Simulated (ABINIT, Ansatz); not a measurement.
## ZrZnF6 (Fm-3m): G0W0 on several meshes in ABINIT

How does the mesh move the gap of ZrZnF6 (Fm-3m)?

Calculated with ABINIT 10.8.3; PBEsol and many-body steps on it, plane waves.

This is a report of a sequence of runs, with most program output left out.

### 1. Starting point

It takes space group Fm-3m (No. 225, cubic). The conventional cell has a = 8.058 Å, b = 8.058 Å, c = 8.058 Å, α = 90.00°, β = 90.00°, γ = 90.00°. Nearest to Zr lie 6 F at 2.01 Å. Zn has 6 F at 2.02 Å nearest. Nearest to F lie 1 Zr at 2.01 Å and 1 Zn at 2.02 Å. Farther neighbours and most contacts between anions are not listed.

The cell and positions are those that the Materials Project relaxed with its own functionals (PBE, PBE+U or r2SCAN), kept fixed.

### 2. Empty states on the mesh, 2×2×2 mesh, 273 bands

This step: ABINIT 10.8.3; DFT, PBEsol, plane waves, norm-conserving pseudopotentials.

The sums over transitions need many empty states on a uniform mesh; this step solves for them.

run.abi reads:

```
acell 3*1.0 Angstrom
rprim 
  -0.000000000000 4.028896100000 4.028896100000
  4.028896100000 -0.000000000000 4.028896100000
  4.028896100000 4.028896100000 -0.000000000000
ntypat 3
znucl 40 30 9
natom 8
typat 1 2 3 3 3 3 3 3
xred 
  0.000000000000 0.000000000000 0.000000000000
  0.500000000000 0.500000000000 0.500000000000
  0.750139860000 0.249860140000 0.249860140000
  0.249860140000 0.750139860000 0.750139860000
  0.249860140000 0.750139860000 0.249860140000
  0.750139860000 0.249860140000 0.750139860000
  0.249860140000 0.249860140000 0.750139860000
  0.750139860000 0.750139860000 0.249860140000
pp_dirpath "pseudos"
pseudos "Zr.upf, Zn.upf, F.upf"
ecut 38
ngkpt 2 2 2
nshiftk 1
shiftk 0 0 0
kptopt 1
chksymbreak 0
iscf -2
irdden 1
istwfk *1
nband 273
nbdbuf 24
tolwfr 1e-09
nstep 60
prtvol 0
indata_prefix "in"
outdata_prefix "out"
tmpdata_prefix "tmp"
```

On the command line:

```bash
> OMP_NUM_THREADS=1 mpirun -n 4 abinit run.abi > log
```

Elapsed: 2.5 min, on 4 MPI ranks of Arm Neoverse V2, shared host; peak memory 0.46 GiB.

This step gave:

```yaml
gap: 6.313 eV
k_of_the_valence_top: 0.5, 0, 0
k_of_the_conduction_bottom: 0.5, 0, 0
least_direct_gap: 6.313 eV
k_points_computed: 3
lowest_point_of_the_top_converged_band_above_the_valence_top: 79.3675 eV
```

On this mesh the gap is 6.313 eV.

The density comes from a self-consistent run that is not shown.

### 3. Screening, 2×2×2 mesh, 123 bands, screening to 114.3 eV

The RPA dielectric matrix is built and inverted for each q.

This step: RPA screening on PBEsol, plane waves, norm-conserving pseudopotentials.

run.abi: that of step 2 with these lines changed.

```diff
@@ -26,10 +26,11 @@
 chksymbreak 0
-iscf -2
-irdden 1
 istwfk *1
-nband 273
-nbdbuf 24
-tolwfr 1e-09
-nstep 60
-prtvol 0
+occopt 1
+irdwfk 1
+optdriver 3
+nband 123
+ecuteps 4.2
+inclvkb 2
+awtr 1
+symchi 1
 indata_prefix "in"
```

Run time: 33 s. Hardware: 4 MPI ranks; peak memory 1.6 GiB; 2.2 min of CPU time.

This step gave:

```yaml
eps_infinity_with_local_fields_on_this_mesh_along_the_program_s_q_direction: 2.158
the_same_without_local_fields: 2.318
plasma_frequency: 27.93 eV
plane_waves_in_the_screening_matrix: 339
```

Local fields lower ε∞ by 7 %. On a Γ-centred mesh this coarse the value itself is usually too large, while a short band sum pulls it down.

### 4. 2×2×2

The self-energy is evaluated for the states that the input lists, and the levels follow from it, in one-shot runs by the linearised quasiparticle equation.

This step: G0W0 on PBEsol, plane waves, norm-conserving pseudopotentials.

run.abi: that of step 3 with these lines changed.

```diff
@@ -29,8 +29,17 @@
 irdwfk 1
-optdriver 3
+optdriver 4
 nband 123
+gwcalctyp 0
+ecutsigx 38
+symsigma 1
+nkptgw 2
+kptgw 
+  0.5000000000 0.0000000000 0.0000000000
+  0.0000000000 0.0000000000 0.0000000000
+bdgw 
+  36 40
+  35 40
 ecuteps 4.2
-inclvkb 2
-awtr 1
-symchi 1
+irdscr 1
+ppmodel 1
 indata_prefix "in"
```

Wall time 10 s (4 MPI ranks); peak memory 1.2 GiB; 41 s of CPU time.

Numbers from this step:

```yaml
g0w0_gap_on_the_points_computed: 11.15 eV
starting_gap_on_the_mesh: 6.313 eV
k_of_the_valence_top: 0.5, 0, 0
k_of_the_conduction_bottom: 0.5, 0, 0
z_at_the_valence_top: 0.816
z_at_the_conduction_bottom: 0.838
least_direct_g0w0_gap_on_the_computed_points: 11.15 eV
```

The gap on the mesh goes from 6.31 eV to 11.15 eV, a correction of +4.84 eV.

### 5. Empty states on the mesh, 4×4×4 mesh, 135 bands

This step: DFT, PBEsol, plane waves, norm-conserving pseudopotentials.

run.abi: that of step 4 with these lines changed.

```diff
@@ -21,3 +21,3 @@
 ecut 38
-ngkpt 2 2 2
+ngkpt 4 4 4
 nshiftk 1
@@ -26,20 +26,10 @@
 chksymbreak 0
+iscf -2
+irdden 1
 istwfk *1
-occopt 1
-irdwfk 1
-optdriver 4
-nband 123
-gwcalctyp 0
-ecutsigx 38
-symsigma 1
-nkptgw 2
-kptgw 
-  0.5000000000 0.0000000000 0.0000000000
-  0.0000000000 0.0000000000 0.0000000000
-bdgw 
-  36 40
-  35 40
-ecuteps 4.2
-irdscr 1
-ppmodel 1
+nband 135
+nbdbuf 12
+tolwfr 1e-09
+nstep 60
+prtvol 0
 indata_prefix "in"
```

Wall time 83 s (4 MPI ranks); peak memory 0.57 GiB; 5.5 min of CPU time.

This step gave:

* gap: 6.313 eV
* k of the valence top: 0.5, 0, 0
* k of the conduction bottom: 0.5, 0, 0
* least direct gap: 6.313 eV
* k points computed: 8
* lowest point of the top converged band, above the valence top: 43.59 eV

On this mesh the gap is 6.313 eV.

### 6. Screening, 4×4×4 mesh, 123 bands, screening to 114.3 eV

This step: RPA screening on PBEsol, plane waves, norm-conserving pseudopotentials.

run.abi: that of step 5 with these lines changed.

```diff
@@ -26,10 +26,11 @@
 chksymbreak 0
-iscf -2
-irdden 1
 istwfk *1
-nband 135
-nbdbuf 12
-tolwfr 1e-09
-nstep 60
-prtvol 0
+occopt 1
+irdwfk 1
+optdriver 3
+nband 123
+ecuteps 4.2
+inclvkb 2
+awtr 1
+symchi 1
 indata_prefix "in"
```

Run time: 3.6 min. Hardware: 4 MPI ranks; peak memory 2.9 GiB.

This step gave:

| Quantity | Value |
| --- | --- |
| ε∞ with local fields, on this mesh, along the program's q direction | 2.134 |
| the same without local fields | 2.294 |
| plasma frequency | 27.93 eV |
| plane waves in the screening matrix | 339 |

### 7. 4×4×4

This step: G0W0 on PBEsol, plane waves, norm-conserving pseudopotentials.

run.abi: that of step 6 with these lines changed.

```diff
@@ -29,8 +29,17 @@
 irdwfk 1
-optdriver 3
+optdriver 4
 nband 123
+gwcalctyp 0
+ecutsigx 38
+symsigma 1
+nkptgw 2
+kptgw 
+  0.5000000000 0.0000000000 0.0000000000
+  0.0000000000 0.0000000000 0.0000000000
+bdgw 
+  36 40
+  35 40
 ecuteps 4.2
-inclvkb 2
-awtr 1
-symchi 1
+irdscr 1
+ppmodel 1
 indata_prefix "in"
```

The job ended after 24 s (4 MPI ranks; peak memory 2.4 GiB; 96 s of CPU time).

This step gave:

```
G0W0 gap on the points computed              : 11.34 eV
starting gap on the mesh                     : 6.313 eV
k of the valence top                         : 0.5, 0, 0
k of the conduction bottom                   : 0.5, 0, 0
Z at the valence top                         : 0.818
Z at the conduction bottom                   : 0.849
least direct G0W0 gap on the computed points : 11.34 eV
```

Against G0W0 in ABINIT (2×2×2 mesh, 123 bands, screening to 114.3 eV, Godby-Needs plasmon pole), the gap moves by +0.190 eV.

### 8. The runs together

Times are wall times on 4 MPI ranks of Arm Neoverse V2, shared host, good to a factor of about two. A run's time includes the screening step that it read.

```csv
run,mesh,bands,screening cutoff (eV),DFT gap (eV),gap on the mesh (eV),direct (eV),ε∞ used,time
2×2×2,2×2×2,123,114.3,6.313,11.149,11.149,2.16,43 s
4×4×4,4×4×4,123,114.3,6.313,11.339,11.339,2.13,4 min
```

### 9. What came out

| Quantity | Value |
| --- | --- |
| 2×2×2 | 11.149 eV |
| 4×4×4 | 11.339 eV |
| known limits | not at the basis limit; d shell near the gap, gap tends to lie low; no spin-orbit coupling; coarse k mesh |

4×4×4: +0.190 eV against 2×2×2. Bands and cutoff are finite, so the gap is not at the basis limit. The miss can reach some tenths of an eV and take either sign; the mesh is an error of its own. In the G0W0 runs levels were corrected at 2 k points alone, so a gap called «on the mesh» is the least over those, and an edge elsewhere would be missed. The 2×2×2 mesh is coarse for this cell, which bears on the long-range parts of exchange and screening. A d shell, filled or nearly so, lies near the gap. One-shot GW converges very slowly in bands there, not always from below, and on a semilocal start the gap tends to come out low; starts rich in exact exchange can overshoot instead. The many-body steps are scalar-relativistic: spin-orbit coupling is not in them.

[Paths, hosts, dates, memory and timing lines, banners, echoed tables and standing remarks are left out of the program output.]

[Logs are printed without paths, hosts, clocks, repeated set-up lines and the standing remarks that a program may print on its own settings, such as how far it seeks lower states.]

[Runs of the session that timed out or met a known fault of the program may be left out.]

[Hosts, paths, dates, database ids (printed as entryN), source tags and the programs' standing remarks are cut or masked in the printed files.]

[G0W0 gaps are taken among the corrected bands and points alone; a level outside them can change the order at an edge.]

[Where Ansatz stands beside ABINIT at settings called matched, ABINIT's density can come from a denser mesh and the files from another edition; pairs whose starting gaps differed by over 0.03 eV were left out, so agreement reads better than it is.]
